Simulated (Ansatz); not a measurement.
## Ag(111) with 4 thermally displaced layers, 2x2: scattering by thermal displacements

Wanted: the phonon-limited resistivity of Ag at 180 K by the Landauer route.

Main program and level: Ansatz 0.2.0; Ansatz plane-wave DFT, PBE, PAW files; ballistic transport by layer matching (Landauer), zero bias; PAW set soft_1.

## (1) The structure

The cell holds 40 atoms: 40 Ag. Cell: a = 5.779 Å, b = 5.779 Å, c = 23.651 Å, α = 93.5°, β = 86.5°, γ = 120.0°. It derives from Ag. Regions: lead, 24 atoms (24 Ag); scattering region, 16 atoms (16 Ag). The structure is stacked along c, and the current runs across the ab planes.

## (2) With 4 displaced layers

Each atom of 4 layers is moved at random, by amounts drawn from a normal law 0.0707 Å wide in each direction from the Debye model (225 K) at 180 K. The layers about the cell's end stay perfect and serve as the lead. Disorder leaves little or no symmetry, which makes such runs dear. Energies from -0.05 to 0.05 eV in steps of 0.05 eV are too few for the program's thermal sum, so it prints no conductance; for a metal the transmission near the Fermi level serves, at a fraction of the cost.

The input, input.yaml:

```yaml
crystal:
  lattice:
    - [5.7787594586, 0.0, 0.0]
    - [-2.8893797293, 5.0045524935, 0.0]
    - [1.4446898646, -0.8340920822, 23.5916866996]
  atoms:
    - { symbol: Ag, position: [0.9916666667, 0.0083333333, 0.05] }
    - { symbol: Ag, position: [0.9916666667, 0.5083333333, 0.05] }
    - { symbol: Ag, position: [0.4916666667, 0.0083333333, 0.05] }
    - { symbol: Ag, position: [0.4916666667, 0.5083333333, 0.05] }
    - { symbol: Ag, position: [0.1416666667, 0.3583333333, 0.15] }
    - { symbol: Ag, position: [0.1416666667, 0.8583333333, 0.15] }
    - { symbol: Ag, position: [0.6416666667, 0.3583333333, 0.15] }
    - { symbol: Ag, position: [0.6416666667, 0.8583333333, 0.15] }
    - { symbol: Ag, position: [0.2916666667, 0.2083333333, 0.25] }
    - { symbol: Ag, position: [0.2916666667, 0.7083333333, 0.25] }
    - { symbol: Ag, position: [0.7916666667, 0.2083333333, 0.25] }
    - { symbol: Ag, position: [0.7916666667, 0.7083333333, 0.25] }
    - { symbol: Ag, position: [0.951081128, 0.0781610657, 0.3536715038] }
    - { symbol: Ag, position: [0.9335792945, 0.553858957, 0.3484189926] }
    - { symbol: Ag, position: [0.4478699894, 0.0579142088, 0.352239035] }
    - { symbol: Ag, position: [0.4301753634, 0.5804234614, 0.3497109129] }
    - { symbol: Ag, position: [0.0992179765, 0.4062139796, 0.4488635275] }
    - { symbol: Ag, position: [0.1032616417, 0.9198840837, 0.4493928502] }
    - { symbol: Ag, position: [0.5950767474, 0.4175887016, 0.447390868] }
    - { symbol: Ag, position: [0.5762587196, 0.913580137, 0.4479897587] }
    - { symbol: Ag, position: [0.2126459851, 0.2465955795, 0.5485982227] }
    - { symbol: Ag, position: [0.2164995781, 0.7372602899, 0.5501098339] }
    - { symbol: Ag, position: [0.7513719562, 0.2546672054, 0.5477708266] }
    - { symbol: Ag, position: [0.7515962944, 0.7683193407, 0.5491006197] }
    - { symbol: Ag, position: [0.9058049381, 0.1229677411, 0.6493795801] }
    - { symbol: Ag, position: [0.884043187, 0.6133699798, 0.6507420997] }
    - { symbol: Ag, position: [0.3963683627, 0.0898492003, 0.6480165979] }
    - { symbol: Ag, position: [0.3690930572, 0.5838915819, 0.6503790291] }
    - { symbol: Ag, position: [0.0416666667, 0.4583333333, 0.75] }
    - { symbol: Ag, position: [0.0416666667, 0.9583333333, 0.75] }
    - { symbol: Ag, position: [0.5416666667, 0.4583333333, 0.75] }
    - { symbol: Ag, position: [0.5416666667, 0.9583333333, 0.75] }
    - { symbol: Ag, position: [0.1916666667, 0.3083333333, 0.85] }
    - { symbol: Ag, position: [0.1916666667, 0.8083333333, 0.85] }
    - { symbol: Ag, position: [0.6916666667, 0.3083333333, 0.85] }
    - { symbol: Ag, position: [0.6916666667, 0.8083333333, 0.85] }
    - { symbol: Ag, position: [0.8416666667, 0.1583333333, 0.95] }
    - { symbol: Ag, position: [0.8416666667, 0.6583333333, 0.95] }
    - { symbol: Ag, position: [0.3416666667, 0.1583333333, 0.95] }
    - { symbol: Ag, position: [0.3416666667, 0.6583333333, 0.95] }
kpoints:
  mp_grid: { grid: [4, 4, 1] }
hamiltonian:
  xc: pbe
  pseudopotentials: { kind: paw, azcp: { folder: soft_1 } }
scf:
  occupations: { method: fermi_dirac, width: 0.1 }
output:
  transmission: { leads: [[0, 4]], kmesh: [8, 8], e_range: [-0.05, 0.05], de: 0.05 }
  write_potential: true
  write_density: true
  volumetric_format: npy
```

Run with:

```console
> ansatz run input.yaml --threads 4 --pin off --max-ram 15360MiB --backend cpu --events-out ev --progress --plain --runs-dir out
```

Numbers of over 12 decimals in the logs are rounded to 6 here.

The program printed:

```text
Engine: ansatz 0.2.0, aarch64-unknown-linux-gnu
Pseudopotentials: kind: paw
Pseudopotential: Ag, paw, valence charge 19, recommended cutoff 420 eV (normal), soft_1/Ag.paw.azcp
Functional definition: PBE
  parameter kappa = 0.804
  parameter beta = 0.066725
  exchange = pbe_x(kappa = kappa, mu = beta*pi^2/3)
  correlation = pbe_c(beta = beta)
Crystal: 40 atoms, lattice volume = 682.274 Å³
Basis set: ecut = 420 eV, 13363 PW (Γ)
Bands: 456, of which v1, the nominal top of the filled ones, is band 380 counted from 1 (379 counted from 0)
Symmetry: 1 space group operations
Space group: P1 (ITA 1), of the structure as read, at distance tolerance 8.8e-5 Å
k-points: 10 of 16 (time reversal used)
Non-local potential: Ag, projectors of the file, l = 0: 3, l = 1: 2, l = 2: 2, l = 3: 1
PAW form: soft (Blöchl's): semilocal exchange-correlation on the pseudo side does not see the compensation charge
PAW one-centre angular grid: Ag, 590 points (default); XC on 64 Gauss nodes
Initial density: superposition of atomic densities (chi_scale 0.1, normalization cell)
Initial wavefunctions: pseudopotential atomic-orbital guess
Functional: x = pbe(κ = 0.804, μ = 0.219515), c = pbe(β = 0.066725)
SCF iter   1: F=—  HF=-303632.848326 eV  |F-HF|=—  |Δ(HF+E_count)|=         —  Δρ=7.07e-2  dr2=3.64e1  ethr=3.10e-3  ⟨swp⟩=4.0  Hψ=13564  notcnv=0  defer=86
preconditioner: auto → Kerker (q_TF=auto, 2.778 Å⁻¹)  [metal: Δε(μ)=0.062 eV  Ē_g=10.258 eV  σ=0.100 eV  W_gap=0.15  n_scr=260 (ndim 8)  ℏωp=29.8 eV  f_vac=0.000  D(μ)=14.26/eV (n_scr^D=80)]
SCF iter   2: F=—  HF=-303624.273790 eV  |F-HF|=—  |Δ(HF+E_count)|=    8.57e0  Δρ=2.48e-2  dr2=4.50e0  ethr=3.10e-3  ⟨swp⟩=2.1  Hψ=7124  notcnv=0  defer=545
SCF iter   3: F=—  HF=-303623.140585 eV  |F-HF|=—  |Δ(HF+E_count)|=    1.13e0  Δρ=9.64e-3  dr2=5.15e-1  ethr=5.93e-4  ⟨swp⟩=2.3  Hψ=6357  notcnv=0  defer=545
SCF iter   4: F=—  HF=-303623.130000 eV  |F-HF|=—  |Δ(HF+E_count)|=   1.06e-2  Δρ=2.26e-3  dr2=1.83e-2  ethr=6.78e-5  ⟨swp⟩=2.6  Hψ=7523  notcnv=0  defer=540
SCF iter   5: F=—  HF=-303623.137333 eV  |F-HF|=—  |Δ(HF+E_count)|=   7.33e-3  Δρ=3.70e-4  dr2=9.19e-4  ethr=2.40e-6  ⟨swp⟩=2.0  Hψ=6224  notcnv=0  defer=540
SCF iter   6: F=—  HF=-303623.137682 eV  |F-HF|=—  |Δ(HF+E_count)|=   3.49e-4  Δρ=1.36e-4  dr2=1.83e-4  ethr=1.21e-7  ⟨swp⟩=2.0  Hψ=7806  notcnv=0  defer=540
SCF iter   7: F=—  HF=-303623.137802 eV  |F-HF|=—  |Δ(HF+E_count)|=   1.20e-4  Δρ=4.90e-5  dr2=1.34e-5  ethr=2.41e-8  ⟨swp⟩=2.2  Hψ=7708  notcnv=0  defer=540
SCF iter   8: F=—  HF=-303623.137936 eV  |F-HF|=—  |Δ(HF+E_count)|=   1.34e-4  Δρ=1.46e-5  dr2=2.11e-6  ethr=1.77e-9  ⟨swp⟩=2.0  Hψ=7801  notcnv=0  defer=540
SCF iter   9: F=—  HF=-303623.137936 eV  |F-HF|=—  |Δ(HF+E_count)|=   3.10e-8  Δρ=2.77e-6  dr2=2.28e-7  ethr=2.78e-10  ⟨swp⟩=2.0  Hψ=5625  notcnv=0  defer=540
SCF iter  10: F=-303623.137936 eV  HF=-303623.137936 eV  |F-HF|=4.35e-8  |Δ(HF+E_count)|=  5.24e-10  Δρ=1.46e-6  dr2=4.53e-8  ethr=1.32e-11  ⟨swp⟩=7.7  Hψ=16159  notcnv=0
SCF 1 converged in 10 iterations: F = -303623.137936 eV  dr2 = 4.53e-8
  greatest PAW one-centre occupation: 1.001 electrons in one spin orbital (limit 2), on the Ag atom at site 16 (counted from 0), in its partial waves of l = 0
transmission: 108 of 1020 steps passed
transmission: 207 of 1020 steps passed
[...]
transmission: 1020 of 1020 steps passed
SCF converged after 10 iterations
Free energy (F): -303623.137936 eV
Harris-Foulkes:  -303623.137936 eV  (|F-HF|=4.35e-8)
Internal energy: -303622.707495 eV  (E = F + TS)
E sigma→0 (E₀):  -303622.922716 eV
Entropy (-TS):   -0.430442 eV (-10.761 meV/atom)
Fermi energy:    17.230845 eV
--- Per-component energies (eV) ---
  E_band       = -9458.899043
  E_kinetic    = 18718.107150
  E_local      = -83608.020776  (includes V_loc(G=0)·N_el)
  E_nonlocal   = 1267.036972
  E_hartree    = 41113.448771
  E_xc         = -6370.035982
  E_vxc        = -8063.817240  (∫ρ·V_xc dr)
  E_paw        = -158212.624498  (= ΣΔE_a)
  E_vpaw       = -19999.122728  (= ΣTr[D̂ρ^β])
  E_aug_tail   = 0.014983  (compensation charges beyond the density's cutoff)
  E_ewald      = -116530.634114
  E_smearing   = -0.430442  (= −TS)
  E_closure    = -0.000000  (closes the sum)
  Σ components = -303623.137936   (vs F -303623.137936, Δ=0.00e0)
--- Band table (eV; the first three rows and the last of 10) ---
  k-point 0: bands = [... 376 lower, 17.3716, 17.6945, 17.7128, 17.7353, 17.7549, 18.0121, 18.0368, 18.2403, ... 72 higher]
  k-point 1: bands = [... 376 lower, 16.8289, 16.8428, 16.9524, 17.0941, 17.1409, 17.2813, 17.5470, 17.7116, ... 72 higher]
  k-point 2: bands = [... 376 lower, 16.7863, 16.8134, 16.9695, 16.9955, 17.3107, 17.3672, 17.5878, 17.6318, ... 72 higher]
  k-point 9: bands = [... 376 lower, 16.8358, 16.8666, 16.8782, 16.8851, 17.5733, 17.5812, 17.5888, 17.6062, ... 72 higher]
--- Transmission ---
  basis      : 253 plane waves across, 30 finite elements along
  points     : 34, standing for a mesh of 8 x 8
  energies   : 3 from -0.050000 to 0.050000 eV about the Fermi level, 0.050000 eV apart; the leads are filled to 0.000000 eV, and channels, transmission and decay are at 0.000000 eV
  crystal 0  : Ag4, at the sites [0, 4], period 2.3592 Å, over 14.16 Å; its Hamiltonian steps by up to 3.0 meV
    offset         : up to 0.0000 Å between an atom of the period and one for which it stands
    channels       : 3.234375e0 a spin
    conductance    : none, the energies end too early or step too widely for 300 K: set another output.transmission.e_range or a lower de, or, where they end at an eighth of basis.ecutwfc, a higher one
  junction   : crystal 0 to crystal 0, 0.70 to 21.93 Å
    transmission   : 3.199166e0 a spin
    conductance    : none, the energies end too early or step too widely for 300 K: set another output.transmission.e_range or a lower de, or, where they end at an eighth of basis.ecutwfc, a higher one
```

Wall time 9.2 min (4 threads of Arm Neoverse V1, shared host); peak memory 6 GiB; 32 min of CPU time.

In the SCF lines HF is the Harris–Foulkes energy and dr2 the Hartree energy of the density residual, in eV; the loop may stop once dr2 is under the threshold and the program's other checks hold. Hψ counts applications of the Hamiltonian.

This step gave:

| Property | Result |
| --- | --- |
| free energy | -303623.1379 eV |
| energy at zero smearing | -303622.9227 eV |
| Fermi energy | 17.23 eV |
| cell area | 28.92 Å² |
| transmission per spin nearest the Fermi level | 3.199 |
| open channels per spin nearest the Fermi level | 3.234 |
| step of the lead's potential | 3 meV |

Per spin. The transmission, zone mean stays at 3.20 for energy from -0.05 to 0.05 eV.

Per spin. The open channels, zone mean, lead stays at 3.23 for energy from -0.05 to 0.05 eV.

Transmission over k1 and k2. At 0.0000 eV from the Fermi level.

Values, 8 rows by 8 columns:
```
3.00 3.95 2.99 2.99 3.89 3.00 3.00 3.00
3.00 2.99 3.92 2.99 3.87 3.00 3.00 2.99
2.99 2.99 2.99 2.88 2.86 2.99 2.99 2.99
3.94 3.95 3.93 2.90 2.91 2.90 3.93 3.95
2.99 2.99 2.99 2.99 2.86 2.88 2.99 2.99
3.00 2.99 3.00 3.00 3.87 2.99 3.92 2.99
3.00 3.00 3.00 3.00 3.89 2.99 2.99 3.95
3.95 3.00 3.00 3.00 3.89 3.00 3.00 3.00
```
Columns: k1 (b1) from -0.5 to 0.375; rows upwards: k2 (b2) from -0.5 to 0.375.

Open channels over k1 and k2. At 0.0000 eV from the Fermi level.

Values, 8 rows by 8 columns:
```
3.00 4.00 3.00 3.00 4.00 3.00 3.00 3.00
3.00 3.00 4.00 3.00 4.00 3.00 3.00 3.00
3.00 3.00 3.00 3.00 3.00 3.00 3.00 3.00
4.00 4.00 4.00 3.00 3.00 3.00 4.00 4.00
3.00 3.00 3.00 3.00 3.00 3.00 3.00 3.00
3.00 3.00 3.00 3.00 4.00 3.00 4.00 3.00
3.00 3.00 3.00 3.00 4.00 3.00 3.00 4.00
4.00 3.00 3.00 3.00 4.00 3.00 3.00 3.00
```
Columns: k1 (b1) from -0.5 to 0.375; rows upwards: k2 (b2) from -0.5 to 0.375.

Over the solved energies the transmission per spin lies between 3.20 and 3.20, out of 3.23 channels of the lead on average (up to 3.23).

## (3) With 8 displaced layers

Each atom of 8 layers is moved at random, by amounts drawn from a normal law 0.0707 Å wide in each direction from the Debye model (225 K) at 180 K. A fresh draw is used; the growth of the resistance with length is what counts.

System of this step: Ag(111) with 8 thermally displaced layers, 2x2. The cell holds 56 atoms: 56 Ag. Its edges and angles: a = 5.779 Å, b = 5.779 Å, c = 33.070 Å, α = 87.5°, β = 92.5°, γ = 120.0°. It derives from Ag. Regions: lead, 24 atoms (24 Ag); scattering region, 32 atoms (32 Ag). The structure is stacked along c, and the current runs across the ab planes.

The input, input.yaml:

```yaml
crystal:
  lattice:
    - [5.7787594586, 0.0, 0.0]
    - [-2.8893797293, 5.0045524935, 0.0]
    - [-1.4446898646, 0.8340920822, 33.0283613795]
  atoms:
    - { symbol: Ag, position: [0.005952381, 0.994047619, 0.0357142857] }
    - { symbol: Ag, position: [0.005952381, 0.494047619, 0.0357142857] }
    - { symbol: Ag, position: [0.505952381, 0.994047619, 0.0357142857] }
    - { symbol: Ag, position: [0.505952381, 0.494047619, 0.0357142857] }
    - { symbol: Ag, position: [0.1845238095, 0.3154761905, 0.1071428571] }
    - { symbol: Ag, position: [0.1845238095, 0.8154761905, 0.1071428571] }
    - { symbol: Ag, position: [0.6845238095, 0.3154761905, 0.1071428571] }
    - { symbol: Ag, position: [0.6845238095, 0.8154761905, 0.1071428571] }
    - { symbol: Ag, position: [0.3630952381, 0.1369047619, 0.1785714286] }
    - { symbol: Ag, position: [0.3630952381, 0.6369047619, 0.1785714286] }
    - { symbol: Ag, position: [0.8630952381, 0.1369047619, 0.1785714286] }
    - { symbol: Ag, position: [0.8630952381, 0.6369047619, 0.1785714286] }
    - { symbol: Ag, position: [0.0434005053, 0.9473983114, 0.2529670945] }
    - { symbol: Ag, position: [0.05630223, 0.4670559915, 0.2508601778] }
    - { symbol: Ag, position: [0.5441701081, 0.9392908267, 0.2513146113] }
    - { symbol: Ag, position: [0.5366770407, 0.4332282631, 0.2507430977] }
    - { symbol: Ag, position: [0.2225387982, 0.2909629991, 0.3204884049] }
    - { symbol: Ag, position: [0.2221247004, 0.7849197719, 0.3195522269] }
    - { symbol: Ag, position: [0.7269981651, 0.2781028162, 0.3224831275] }
    - { symbol: Ag, position: [0.7217425757, 0.7948960083, 0.3227244941] }
    - { symbol: Ag, position: [0.401545714, 0.1096716441, 0.3955546642] }
    - { symbol: Ag, position: [0.4099273398, 0.5786376777, 0.3947481984] }
    - { symbol: Ag, position: [0.9034788252, 0.1002233081, 0.3907015651] }
    - { symbol: Ag, position: [0.9054826888, 0.5831573882, 0.3940711466] }
    - { symbol: Ag, position: [0.0819028264, 0.9001206465, 0.463637931] }
    - { symbol: Ag, position: [0.0636229236, 0.4255275389, 0.467528455] }
    - { symbol: Ag, position: [0.5893771549, 0.8976961039, 0.4630545725] }
    - { symbol: Ag, position: [0.5973014389, 0.4447882592, 0.4651876552] }
    - { symbol: Ag, position: [0.2489141224, 0.2482525827, 0.5356786989] }
    - { symbol: Ag, position: [0.2484073543, 0.7335299406, 0.5365435274] }
    - { symbol: Ag, position: [0.7589842534, 0.2428126937, 0.535239584] }
    - { symbol: Ag, position: [0.7372220923, 0.7367464705, 0.5382976637] }
    - { symbol: Ag, position: [0.4224950595, 0.0446542914, 0.6100003076] }
    - { symbol: Ag, position: [0.4559314533, 0.5952451541, 0.6072767148] }
    - { symbol: Ag, position: [0.9191205885, 0.0445457644, 0.6099776003] }
    - { symbol: Ag, position: [0.9599393708, 0.5541057562, 0.6057572444] }
    - { symbol: Ag, position: [0.1144280076, 0.875266962, 0.6779920803] }
    - { symbol: Ag, position: [0.1105608155, 0.389226782, 0.68091577] }
    - { symbol: Ag, position: [0.6197084348, 0.9000405585, 0.6776723179] }
    - { symbol: Ag, position: [0.6014809699, 0.3572050373, 0.675466646] }
    - { symbol: Ag, position: [0.2974445162, 0.199786439, 0.7512417754] }
    - { symbol: Ag, position: [0.3079370877, 0.726729905, 0.7517384387] }
    - { symbol: Ag, position: [0.8030749294, 0.2070044124, 0.7485047577] }
    - { symbol: Ag, position: [0.7788617112, 0.7018395639, 0.74758069] }
    - { symbol: Ag, position: [0.4702380952, 0.0297619048, 0.8214285714] }
    - { symbol: Ag, position: [0.4702380952, 0.5297619048, 0.8214285714] }
    - { symbol: Ag, position: [0.9702380952, 0.0297619048, 0.8214285714] }
    - { symbol: Ag, position: [0.9702380952, 0.5297619048, 0.8214285714] }
    - { symbol: Ag, position: [0.1488095238, 0.8511904762, 0.8928571429] }
    - { symbol: Ag, position: [0.1488095238, 0.3511904762, 0.8928571429] }
    - { symbol: Ag, position: [0.6488095238, 0.8511904762, 0.8928571429] }
    - { symbol: Ag, position: [0.6488095238, 0.3511904762, 0.8928571429] }
    - { symbol: Ag, position: [0.3273809524, 0.1726190476, 0.9642857143] }
    - { symbol: Ag, position: [0.3273809524, 0.6726190476, 0.9642857143] }
    - { symbol: Ag, position: [0.8273809524, 0.1726190476, 0.9642857143] }
    - { symbol: Ag, position: [0.8273809524, 0.6726190476, 0.9642857143] }
kpoints:
  mp_grid: { grid: [4, 4, 1] }
hamiltonian:
  xc: pbe
  pseudopotentials: { kind: paw, azcp: { folder: soft_1 } }
scf:
  occupations: { method: fermi_dirac, width: 0.1 }
output:
  transmission: { leads: [[0, 4]], kmesh: [8, 8], e_range: [-0.05, 0.05], de: 0.05 }
  write_potential: true
  write_density: true
  volumetric_format: npy
```

The program printed:

```text
[...]
Crystal: 56 atoms, lattice volume = 955.184 Å³
Basis set: ecut = 420 eV, 18759 PW (Γ)
Bands: 639, of which v1, the nominal top of the filled ones, is band 532 counted from 1 (531 counted from 0)
Symmetry: 1 space group operations
[...]
k-points: 10 of 16 (time reversal used)
[...]
SCF iter   1: F=—  HF=-425085.416723 eV  |F-HF|=—  |Δ(HF+E_count)|=         —  Δρ=7.06e-2  dr2=5.08e1  ethr=3.10e-3  ⟨swp⟩=4.0  Hψ=19041  notcnv=0  defer=116
[...]
SCF iter  11: F=-425071.872646 eV  HF=-425071.872646 eV  |F-HF|=6.84e-8  |Δ(HF+E_count)|=   9.95e-9  Δρ=7.67e-7  dr2=6.97e-8  ethr=9.40e-12  ⟨swp⟩=7.8  Hψ=23097  notcnv=0
SCF 1 converged in 11 iterations: F = -425071.872646 eV  dr2 = 6.97e-8
[...]
transmission: 141 of 1394 steps passed
transmission: 282 of 1394 steps passed
[...]
transmission: 1394 of 1394 steps passed
SCF converged after 11 iterations
Free energy (F): -425071.872646 eV
[...]
Internal energy: -425071.237061 eV  (E = F + TS)
E sigma→0 (E₀):  -425071.554853 eV
Entropy (-TS):   -0.635585 eV (-11.350 meV/atom)
Fermi energy:    17.157339 eV
[...]
--- Band table (eV; the first three rows and the last of 10) ---
  k-point 0: bands = [... 528 lower, 17.4292, 17.6451, 17.6958, 17.8619, 17.8858, 17.9148, 17.9447, 18.0589, ... 103 higher]
  k-point 1: bands = [... 528 lower, 16.9565, 16.9899, 17.0150, 17.0827, 17.1205, 17.2449, 17.3089, 17.4159, ... 103 higher]
  k-point 2: bands = [... 528 lower, 16.9000, 16.9181, 16.9737, 16.9959, 17.0279, 17.0742, 17.2134, 17.2265, ... 103 higher]
  k-point 9: bands = [... 528 lower, 16.7925, 16.7933, 17.0663, 17.0751, 17.0910, 17.0989, 17.4031, 17.4171, ... 103 higher]
--- Transmission ---
  basis      : 253 plane waves across, 41 finite elements along
  points     : 34, standing for a mesh of 8 x 8
[...]
channels       : 3.328125e0 a spin
[...]
junction   : crystal 0 to crystal 0, 0.70 to 31.37 Å
    transmission   : 3.237099e0 a spin
[...]
```

The job ended after 17 min (4 threads; peak memory 9.8 GiB).

This step gave:

- free energy: -425071.8726 eV
- energy at zero smearing: -425071.5549 eV
- Fermi energy: 17.16 eV
- transmission per spin nearest the Fermi level: 3.237
- open channels per spin nearest the Fermi level: 3.328
- step of the lead's potential: 3.4 meV

Per spin. The transmission, zone mean by energy, zero at the Fermi level:

```
energy (eV)  transmission, zone mean
    -0.0500                     3.24
     0.0000                     3.24
     0.0500                     3.17
```

Over the solved energies the transmission per spin lies between 3.17 and 3.24, out of 3.30 channels of the lead on average (up to 3.33).

(Continued in part 2 of 2.)

[Logs are printed without paths, hosts, clocks, repeated set-up lines and the standing remarks that a program may print on its own settings, such as how far it seeks lower states.]

[Hosts, paths, dates, database ids (printed as entryN), source tags and the programs' standing remarks are cut or masked in the printed files.]
